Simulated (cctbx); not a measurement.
# Co21W2C6: precision against data quality

Space group Fm-3m (no. 225), a = 10.6040 Å, b = 10.6040 Å, c = 10.6040 Å, α = 90.00°, β = 90.00°, γ = 90.00°.

| atom | mult. | x | y | z | Ueq (Å²) |
| --- | --- | --- | --- | --- | --- |
| W1 | 8 | 1/4 | 1/4 | 3/4 | 0.0048 |
| Co1 | 32 | 0.8876 | 0.8876 | 0.6124 | 0.0065 |
| Co2 | 4 | 0 | 0 | 0 | 0.0065 |
| Co3 | 48 | 0.3341 | 0.6659 | 0 | 0.0082 |
| C1 | 24 | 0 | 0 | 0.7263 | 0.0118 |

The model was made for the exercise: a known structure type with other elements put in, its volume estimated, not relaxed; displacement parameters are assumed.

Five simulated data sets (cctbx; Mo Kα, λ = 0.71073 Å; 6 % proportional error) differ in resolution or exposure (noise floor 2 counts in the first three, 8 in the last two). Each is refined with the right model, isotropic at 1.1 Å and anisotropic otherwise. How do the figures of merit and the uncertainties move?

```
d min (Å)  top counts  ⟨I/σ⟩ (unmerged, absences included)  unique  param. (scale apart)   Rint      R1  GooF  largest s.u. xyz (fractional)  s.u. U of C1 (Å²)  largest error (Å)
      1.1        5000                                  2.5      40                     8  0.051  0.0105  0.90                        0.00113             0.0035             0.0019
     0.84        5000                                  2.4      78                    12  0.059  0.0120  0.98                        0.00075             0.0025             0.0159
      0.6        5000                                  2.0     187                    12  0.062  0.0110  0.95                        0.00046             0.0010             0.0053
     0.75         300                                  0.4     103                    12  0.303  0.0447  0.93                        0.00642             0.0242             0.0074
     0.75        3000                                  1.7     103                    12  0.076  0.0147  0.91                        0.00105             0.0031             0.0041
```

The number of reflections grows roughly as 1/d³: 40, 78 and 187 here. R1 follows the noise rather than the truth: at 300 counts it is 0.0447, at 3000 counts 0.0147, while GooF is 0.93 and 0.91: the weights 1/σ² carry the noise. The s.u. of U (U11 where anisotropic) for C1 goes 0.0035, 0.0025, 0.0010 Å² with resolution and 0.0242, 0.0031 Å² with exposure.

Hardware for the 0.6 Å refinement: 0.48 s on 1 thread of Arm Neoverse V2 (shared host), peak memory 0.09 GiB.

[Logs are printed without paths, hosts, clocks, repeated set-up lines and the standing remarks that a program may print on its own settings, such as how far it seeks lower states.]
